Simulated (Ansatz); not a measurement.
# SnTe (Fm-3m): modes against biaxial strain in the (001) plane, part 2 of 2

Wanted: the shifts of the zone-centre modes of SnTe (Fm-3m) with strain.

Ansatz 0.2.0; DFT PBEsol, scalar-relativistic, plane waves, PAW; PAW set soft_1.

So far. Step 3 (Tight relaxation): The forces vanish by symmetry and the pressure is 0.006 GPa, within the tolerances set. The cell now holds 31.08 Å³/atom.

The database entry behind the starting cell differs from later determinations by our own check (about 0.3 % short), so it need not match the best structure at ambient conditions.

### 4. Zone-centre response at rest

Phonons follow from the second derivative of the energy, found here by linear response.

The modes at rest are the reference of the series.

input.yaml reads:

```yaml
crystal:
  lattice:
    - [0.0, 3.14413105, 3.14413105]
    - [3.14413105, 0.0, 3.14413105]
    - [3.14413105, 3.14413105, 0.0]
  atoms:
    - { symbol: Sn, position: [0.0, 0.0, 0.0] }
    - { symbol: Te, position: [0.5, 0.5, 0.5] }
kpoints:
  mp_grid: { grid: [12, 12, 12] }
hamiltonian:
  xc: pbesol
  pseudopotentials: { kind: paw, azcp: { folder: soft_1 }, xc_functional: pbe }
scf:
  occupations: { method: gaussian, width: 0.01 }
output:
  eigenvalues: true
phonons:
  method: dfpt
```

Launch:

```bash
ansatz run input.yaml --threads 4 --pin off --max-ram 10240MiB --backend cpu --events-out ev --progress --plain --runs-dir out
```

Numbers of over 12 decimals in the logs are rounded to 6 here.

The program printed:

```text
[...]
Crystal: 2 atoms, lattice volume = 62.163 Å³
Basis set: ecut = 420 eV, 1243 PW (Γ), exchange–correlation on 60×60×60 points (8 copies of the dense FFT grid, shifted against one another)
Bands: 19, of which v1, the nominal top of the filled ones, is band 15 counted from 1 (14 counted from 0)
Symmetry: 48 space group operations
k-points: 163 of 1728 (irreducible under 8 space group operations, time reversal used)
[...]
SCF iter   1: F=—  HF=-12852.013042 eV  |F-HF|=—  |Δ(HF+E_count)|=         —  Δρ=1.07e-2  dr2=7.04e-2  ethr=3.10e-3  ⟨swp⟩=7.6  Hψ=17992  notcnv=0
[...]
SCF iter   8: F=-12852.007747 eV  HF=-12852.007747 eV  |F-HF|=0.00e0  |Δ(HF+E_count)|=  3.57e-10  Δρ=1.42e-7  dr2=8.14e-12  ethr=1.00e-12  ⟨swp⟩=5.7  Hψ=18390  notcnv=0
SCF 1 converged in 8 iterations: F = -12852.007747 eV  dr2 = 8.14e-12
[...]
DFPT response loops at Γ: preconditioner auto → Resta (q_TF=auto, 2.416 Å⁻¹)  ε∞=19.3 (no band partly filled); β = 1.00, the filter's whole step (`scf.mixing.beta` (0.50) is not read by the response loops at its default; to damp them type it under 1.00, their step now; it binds the ground state too); Broyden in place of MSR1
SCF converged after 8 iterations
Free energy (F): -12852.007747 eV
[...]
Internal energy: -12852.007747 eV  (E = F + TS)
E sigma→0 (E₀):  -12852.007747 eV
Fermi energy:    9.673012 eV
[...]
--- Band table (eV; the first three rows and the last of 163) ---
  k-point 0: bands = [... 11 lower, 4.9532, 7.4980, 7.4980, 7.4980, 12.9951, 12.9951, 12.9951, 14.3751]
  k-point 1: bands = [... 11 lower, 4.5966, 7.5075, 7.5075, 7.7574, 12.6491, 12.6491, 12.6595, 14.3046]
  k-point 2: bands = [... 11 lower, 3.8203, 7.5401, 7.5401, 8.2469, 11.9401, 11.9401, 11.9717, 14.3353]
  k-point 162: bands = [... 11 lower, 2.2395, 4.7645, 4.7645, 8.8331, 10.4732, 14.2282, 14.2282, 15.7201]
--- Phonons (Γ-DFPT): 2 representative perturbations + reference, on 163 of 1728 k-points (Σ response iterations 6) ---
  k mesh reduced under 8 symmetry operations, with k and −k counted as one. Each operation leaves every solved perturbation unchanged. A smaller set is not used because it would not reduce the number of displacements times k-points to solve
  ASR residual: 1.573e-4 → 0.000e0 eV/Å²; symmetrization residual: 7.803e-7 eV/Å²
  ASR residual per site (eV/Å²): 4.24e-5 1.57e-4
  Γ frequencies (cm⁻¹): 0.00 0.00 0.00 27.41 27.41 27.41
  non-analytic LO–TO correction: not included (Born effective charges unavailable; polar crystals: no LO–TO splitting at Γ)
```

The job ended after 9.6 s (4 threads of Intel Xeon Platinum 8488C (Sapphire Rapids), shared host; peak memory 0.85 GiB; 35 s of CPU time).

In the SCF lines HF is the Harris–Foulkes energy and dr2 the Hartree energy of the density residual, in eV; the loop may stop once dr2 is under the threshold and the program's other checks hold. Hψ counts applications of the Hamiltonian.

Numbers from this step:

```
sum-rule residual before enforcement                    : 1.57e-4 eV/Å²
point group                                             : m-3m
highest optical mode at the zone centre (no LO-TO term) : 27.41 cm⁻¹
lowest optical zone-centre mode                         : 27.41 cm⁻¹
```

Without the LO-TO term. Patterns of degenerate modes are one choice out of their space. The modes at Γ (shares of kinetic energy by element, %):

| mode | frequency (cm⁻¹) | symmetry | Sn % | Te % |
| --- | --- | --- | --- | --- |
| 1 | 0.0 | acoustic | 48 | 52 |
| 2 | 0.0 | acoustic | 48 | 52 |
| 3 | 0.0 | acoustic | 48 | 52 |
| 4 | 27.4 | T1u | 52 | 48 |
| 5 | 27.4 | T1u | 52 | 48 |
| 6 | 27.4 | T1u | 52 | 48 |

Displacements in mode 4 (27.4 cm⁻¹), the largest set to 1:
```
Sn1  0.00  0.06  1.00
Te2  0.00 -0.06 -0.93
```

Before it was imposed, the acoustic sum rule was missed by 1.6e-4 eV/Å². Small misses are needed for a sound result but don't prove that mesh and cutoff are converged. The lowest optical mode is real, 27.4 cm⁻¹.

### 5. Relaxation of a member: biaxial strain of +2 % in the (001) plane

The cell takes a biaxial strain of +2 % in the (001) plane. The strained lengths are held, while the rest of the cell and the atoms relax.

input.yaml, the sections that differ from step 4:

```yaml
crystal:
  lattice:
    - [0.0, 3.207013671, 3.1430826425]
    - [3.207013671, 0.0, 3.1430826425]
    - [3.207013671, 3.207013671, 0.0]
  atoms:
    - { symbol: Sn, position: [0.0, 0.0, 0.0] }
    - { symbol: Te, position: [0.5, 0.5, 0.5] }
  conventional_axes: [[-1, 1, 1], [1, -1, 1], [1, 1, -1]]
output:
  forces: true
  stress: true
  eigenvalues: true
relax:
  adjacent_minimum: "off"
  f_tol: 0.001
  max_steps: 60
  cell: { stress_tol: 0.01, fix: [a, b, gamma] }
# kpoints, hamiltonian, scf: as in step 4
# phonons: removed
```

The program printed:

```text
[...]
Crystal: 2 atoms, lattice volume = 64.653 Å³
Basis set: ecut = 420 eV, 1243 PW (Γ), exchange–correlation on 64×64×64 points (8 copies of the dense FFT grid, shifted against one another)
Bands: 19, of which v1, the nominal top of the filled ones, is band 15 counted from 1 (14 counted from 0)
Symmetry: 16 space group operations
[...]
k-points: 163 of 1728
[...]
k-point 162: bands = [... 11 lower, 2.5216, 3.6645, 5.4430, 5.4430, 11.2581, 13.7624, 13.7624, 15.4018]
--- Relaxed structure (3 steps of the walk, 3 accepted, 1 SCFs on fresh bases) ---
[...]
cell:  # Å, volume = 64.6259 Å³
    - [0.0, 3.207013671, 3.141772]
    - [3.207013671, 0.0, 3.141772]
    - [3.207013671, 3.207013671, 0.0]
  atoms:
    - { symbol: Sn, position: [0, 0, 0] }
    - { symbol: Te, position: [0.5, 0.5, 0.5] }
[key lines of the parts left out:]
SCF converged after 9 iterations
Free energy (F): -12851.987780 eV
Fermi energy:    9.055657 eV
P = ⅓ Tr σ = -1.6236 GPa (-16.236 kbar)
```

Wall time 8 s (4 threads); peak memory 0.54 GiB.

Little changed from the start: no atom moved by 0.005 Å and no cell edge by 0.1 %.

Numbers from this step:

```yaml
pressure: -1.624 GPa
volume_per_atom: 32.31 Å³
gap_on_the_k_mesh: 0.06926 eV
```

The forces vanish by symmetry.

### 6. Modes of this member: biaxial strain of +2 % in the (001) plane

The zone-centre modes follow for biaxial strain of +2 % in the (001) plane.

input.yaml, the sections that differ from step 5:

```yaml
crystal:
  lattice:
    - [0.0, 3.207013671, 3.1417719851]
    - [3.207013671, 0.0, 3.1417719851]
    - [3.207013671, 3.207013671, 0.0]
  atoms:
    - { symbol: Sn, position: [0.0, 0.0, 0.0] }
    - { symbol: Te, position: [0.5, 0.5, 0.5] }
output:
  eigenvalues: true
phonons:
  method: dfpt
# kpoints, hamiltonian, scf: as in step 5
# relax: removed
```

The program printed:

```text
zone centre: on kpoints.mp_grid the ground state, and the responses unless they are solved on pairs of k-points, stand on 280 of the mesh's 1728 k-points, reduced under 8 symmetry operations, with k and −k counted as one. Each operation leaves every solved displacement unchanged or reverses it
[...]
Crystal: 2 atoms, lattice volume = 64.626 Å³
Basis set: ecut = 420 eV, 1243 PW (Γ), exchange–correlation on 64×64×64 points (8 copies of the dense FFT grid, shifted against one another)
Bands: 19, of which v1, the nominal top of the filled ones, is band 15 counted from 1 (14 counted from 0)
Symmetry: 16 space group operations
k-points: 280 of 1728 (irreducible under 8 space group operations)
[...]
SCF iter   1: F=—  HF=-12851.996919 eV  |F-HF|=—  |Δ(HF+E_count)|=         —  Δρ=1.07e-2  dr2=8.29e-2  ethr=3.10e-3  ⟨swp⟩=7.6  Hψ=30911  notcnv=0
[...]
SCF iter   9: F=-12851.987780 eV  HF=-12851.987780 eV  |F-HF|=7.28e-12  |Δ(HF+E_count)|=  1.09e-11  Δρ=1.67e-8  dr2=1.14e-13  ethr=1.00e-12  ⟨swp⟩=6.0  Hψ=22939  notcnv=0
SCF 1 converged in 9 iterations: F = -12851.987780 eV  dr2 = 1.14e-13
[...]
SCF converged after 9 iterations
Free energy (F): -12851.987780 eV
[...]
Internal energy: -12851.987780 eV  (E = F + TS)
E sigma→0 (E₀):  -12851.987780 eV
Fermi energy:    9.055657 eV
[...]
--- Band table (eV; the first three rows and the last of 280) ---
  k-point 0: bands = [... 11 lower, 4.2225, 6.8697, 7.0929, 7.0929, 12.1662, 12.1662, 12.6592, 13.8117]
  k-point 1: bands = [... 11 lower, 3.9185, 6.9345, 7.0970, 7.2579, 11.8525, 11.8573, 12.3149, 13.7819]
  k-point 2: bands = [... 11 lower, 3.2275, 7.0044, 7.1142, 7.6655, 11.1950, 11.2101, 11.6064, 13.8147]
  k-point 279: bands = [... 11 lower, 2.5216, 3.6645, 5.4430, 5.4430, 11.2581, 13.7624, 13.7624, 15.4018]
[...]
ASR residual: 5.635e-5 → 0.000e0 eV/Å²; symmetrization residual: 1.568e-5 eV/Å²
  ASR residual per site (eV/Å²): 5.64e-5 4.00e-5
  Γ frequencies (cm⁻¹): -44.07 -44.07 -16.33 0.00 0.00 0.00
[...]
```

The job ended after 25 s (4 threads; peak memory 1.2 GiB).

Numbers from this step:

* sum-rule residual before enforcement: 5.64e-5 eV/Å²
* point group: 4/mmm
* highest optical mode at the zone centre (no LO-TO term): -16.33 cm⁻¹
* lowest optical zone-centre mode: -44.07 cm⁻¹

Without the LO-TO term. Patterns of degenerate modes are one choice out of their space. The modes at Γ (shares of kinetic energy by element, %) (negative means imaginary):

| mode | frequency (cm⁻¹) | symmetry | Sn % | Te % |
| --- | --- | --- | --- | --- |
| 1 | -44.1 | Eu | 52 | 48 |
| 2 | -44.1 | Eu | 52 | 48 |
| 3 | -16.3 | A2u | 52 | 48 |
| 4 | 0.0 | acoustic | 48 | 52 |
| 5 | 0.0 | acoustic | 48 | 52 |
| 6 | 0.0 | acoustic | 48 | 52 |

Displacements in mode 2 (-44.1 cm⁻¹), the largest set to 1:
```
Sn1  0.00  1.00  0.00
Te2  0.00 -0.93  0.00
```

Displacements in mode 3 (-16.3 cm⁻¹), the largest set to 1:
```
Sn1  0.00  0.00  1.00
Te2  0.00  0.00 -0.93
```

Without the LO-TO term the lowest optical mode is imaginary, 44.1i cm⁻¹, so the energy falls along it, and the highest lies at -16.3 cm⁻¹.

Between step 4 and this run (strain 2 %) the value for the highest optical mode at the zone centre (no LO-TO term) moves from 27.4 cm⁻¹ to -16.3 cm⁻¹.

### 7. A member of the series: biaxial strain of -4 % in the (001) plane

The cell takes a biaxial strain of -4 % in the (001) plane. The strained lengths are held, while the rest of the cell and the atoms relax.

input.yaml, the sections that differ from step 6:

```yaml
crystal:
  lattice:
    - [0.0, 3.018365808, 3.1474713146]
    - [3.018365808, 0.0, 3.1474713146]
    - [3.018365808, 3.018365808, 0.0]
  atoms:
    - { symbol: Sn, position: [0.0, 0.0, 0.0] }
    - { symbol: Te, position: [0.5, 0.5, 0.5] }
  conventional_axes: [[-1, 1, 1], [1, -1, 1], [1, 1, -1]]
output:
  forces: true
  stress: true
  eigenvalues: true
relax:
  adjacent_minimum: "off"
  f_tol: 0.001
  max_steps: 60
  cell: { stress_tol: 0.01, fix: [a, b, gamma] }
# kpoints, hamiltonian, scf: as in step 6
# phonons: removed
```

The program printed:

```text
[...]
Crystal: 2 atoms, lattice volume = 57.350 Å³
Basis set: ecut = 420 eV, 1131 PW (Γ), exchange–correlation on 60×60×60 points (8 copies of the dense FFT grid, shifted against one another)
Bands: 19, of which v1, the nominal top of the filled ones, is band 15 counted from 1 (14 counted from 0)
Symmetry: 16 space group operations
[...]
k-points: 163 of 1728
[...]
k-point 162: bands = [... 11 lower, 4.5993, 4.7361, 6.8186, 6.8186, 12.7675, 16.4097, 16.4097, 17.5160]
--- Relaxed structure (3 steps of the walk, 3 accepted, 1 SCFs on fresh bases) ---
[...]
cell:  # Å, volume = 57.3695 Å³
    - [0.0, 3.018365808, 3.148527]
    - [3.018365808, 0.0, 3.148527]
    - [3.018365808, 3.018365808, 0.0]
  atoms:
    - { symbol: Sn, position: [0, 0, 0] }
    - { symbol: Te, position: [0.5, 0.5, 0.5] }
[key lines of the parts left out:]
SCF converged after 9 iterations
Free energy (F): -12851.906968 eV
Fermi energy:    10.905695 eV
P = ⅓ Tr σ = 4.8362 GPa (48.362 kbar)
```

It took 7.1 s on 4 threads; peak memory 0.54 GiB.

Little changed from the start: no atom moved by 0.005 Å and no cell edge by 0.1 %.

This step gave:

- pressure: 4.836 GPa
- volume per atom: 28.68 Å³
- gap on the k-mesh: 0.05283 eV

The forces vanish by symmetry.

### 8. Modes of this member: biaxial strain of -4 % in the (001) plane

The zone-centre modes follow for biaxial strain of -4 % in the (001) plane.

input.yaml, the sections that differ from step 7:

```yaml
crystal:
  lattice:
    - [0.0, 3.018365808, 3.1485272344]
    - [3.018365808, 0.0, 3.1485272344]
    - [3.018365808, 3.018365808, 0.0]
  atoms:
    - { symbol: Sn, position: [0.0, 0.0, 0.0] }
    - { symbol: Te, position: [0.5, 0.5, 0.5] }
output:
  eigenvalues: true
phonons:
  method: dfpt
# kpoints, hamiltonian, scf: as in step 7
# relax: removed
```

The program printed:

```text
[...]
Crystal: 2 atoms, lattice volume = 57.370 Å³
Basis set: ecut = 420 eV, 1131 PW (Γ), exchange–correlation on 60×60×60 points (8 copies of the dense FFT grid, shifted against one another)
Bands: 19, of which v1, the nominal top of the filled ones, is band 15 counted from 1 (14 counted from 0)
Symmetry: 16 space group operations
k-points: 280 of 1728 (irreducible under 8 space group operations)
[...]
k-point 1: bands = [... 11 lower, 6.0681, 8.4113, 8.6243, 9.0312, 13.3925, 14.3886, 14.4049, 15.4051]
  k-point 2: bands = [... 11 lower, 5.0820, 8.4785, 8.7041, 9.5841, 12.7029, 13.5465, 13.6426, 15.4918]
  k-point 279: bands = [... 11 lower, 4.5993, 4.7361, 6.8186, 6.8186, 12.7675, 16.4097, 16.4097, 17.5160]
[...]
ASR residual: 7.998e-5 → 0.000e0 eV/Å²; symmetrization residual: 1.467e-5 eV/Å²
  ASR residual per site (eV/Å²): 8.00e-5 1.87e-5
  Γ frequencies (cm⁻¹): 0.00 0.00 0.00 42.08 82.51 82.51
[...]
[key lines of the parts left out:]
SCF converged after 8 iterations
Free energy (F): -12851.906968 eV
Fermi energy:    10.905695 eV
```

Wall time 23 s (4 threads); peak memory 1.2 GiB.

Numbers from this step:

```yaml
sum_rule_residual_before_enforcement: 8.00e-5 eV/Å²
highest_optical_mode_at_the_zone_centre_no_lo_to_term: 82.51 cm⁻¹
lowest_optical_zone_centre_mode: 42.08 cm⁻¹
```

Without the LO-TO term. Patterns of degenerate modes are one choice out of their space. Modes at Γ, with each element's share of the kinetic energy:

| mode | frequency (cm⁻¹) | symmetry | Sn % | Te % |
| --- | --- | --- | --- | --- |
| 1 | 0.0 | acoustic | 48 | 52 |
| 2 | 0.0 | acoustic | 48 | 52 |
| 3 | 0.0 | acoustic | 48 | 52 |
| 4 | 42.1 | A2u | 52 | 48 |
| 5 | 82.5 | Eu | 52 | 48 |
| 6 | 82.5 | Eu | 52 | 48 |

Displacements in mode 4 (42.1 cm⁻¹), the largest set to 1:
```
Sn1  0.00  0.00  1.00
Te2  0.00  0.00 -0.93
```

Displacements in mode 5 (82.5 cm⁻¹), the largest set to 1:
```
Sn1  0.00  1.00  0.00
Te2  0.00 -0.93  0.00
```

Without the LO-TO term the lowest optical mode is real, 42.1 cm⁻¹, and the highest lies at 82.5 cm⁻¹.

Between step 4 and this run (strain -4 %) the value for the highest optical mode at the zone centre (no LO-TO term) moves from 27.4 cm⁻¹ to 82.5 cm⁻¹ (+201 %).

### 9. The series together

The members are set side by side, also those not shown above.

Stress is positive in compression; energies are extrapolated to zero smearing, and E0 is that at rest; imaginary frequencies occur in the series; members with a gap under 0.05 eV are left out; the edges not held and the atoms are relaxed in each cell. State of the crystal along the series:

| strain (%) | in-plane stress (GPa) | free strain along [001] (%) | E - E0 (meV/atom) | gap on mesh (eV) |
| --- | --- | --- | --- | --- |
| -4 | 7.254 | 0.1398 | 50.39 | 0.05283 |
| -3 | 5.1 | 0.1062 | 27.32 | 0.2077 |
| -2 | 3.186 | 0.07394 | 11.71 | 0.2771 |
| -1 | 1.495 | 0.04018 | 2.834 | 0.2277 |
| 0 | 0.006331 | 0 | 0 | 0.1605 |
| 1 | -1.298 | -0.03334 | 2.58 | 0.1088 |
| 2 | -2.435 | -0.07503 | 9.983 | 0.06926 |

Optical modes are counted from below at rest and tracked from member to member by their patterns, and modes that stay within 0.3 cm⁻¹ of each other stand once; labels, where given, are those at rest; imaginary frequencies occur in the series; members with a gap under 0.05 eV are left out; the edges not held and the atoms are relaxed in each cell. Optical modes along the series:

| strain (%) | optical mode 1 T1u, doublet (cm⁻¹) | optical mode 2 T1u, singlet (cm⁻¹) |
| --- | --- | --- |
| -4 | 82.51 | 42.08 |
| -3 | 71.71 | 39.62 |
| -2 | 59.9 | 36.66 |
| -1 | 46.15 | 32.79 |
| 0 | 27.41 | 27.41 |
| 1 | -24.16 | 18.01 |
| 2 | -44.07 | -16.33 |

### 10. Results

```yaml
members: 7
highest_optical_mode_at_the_zone_centre_no_lo_to_term_at_rest: 27.41 cm⁻¹
biaxial_modulus_in_the_001_plane: 139 GPa
```

The stress changes by 1.39 GPa for each percent, a biaxial modulus of 139 GPa in the (001) plane. For each percent the free edge responds with -0.04 %. The strain lowers the symmetry: the level at 27.4 cm⁻¹ splits, into 82.5 and 42.1 cm⁻¹ at -4 %. A mode is imaginary at strain (%) 1 and 2, where this structure is not a minimum. The gap on the mesh falls to 0.05 eV within the series. At strain (%) 3 and 4 the gap on the mesh is under 0.05 eV, where mesh and smearing no longer suit, so these members are left out. These are harmonic frequencies at zero temperature: anharmonic shifts, linewidths and thermal expansion are left out. Spin-orbit coupling is left out, which can matter for the heavy elements here. The PAW files were made for PBE; the program adapts parts of them to the functional of the run, but their partial waves stay those of PBE, an approximation that was not tested in this session. Only the zone centre was solved, so an instability at another wavevector cannot show here.

[Logs are printed without paths, hosts, clocks, repeated set-up lines and the standing remarks that a program may print on its own settings, such as how far it seeks lower states.]

[Hosts, paths, dates, database ids (printed as entryN), source tags and the programs' standing remarks are cut or masked in the printed files.]
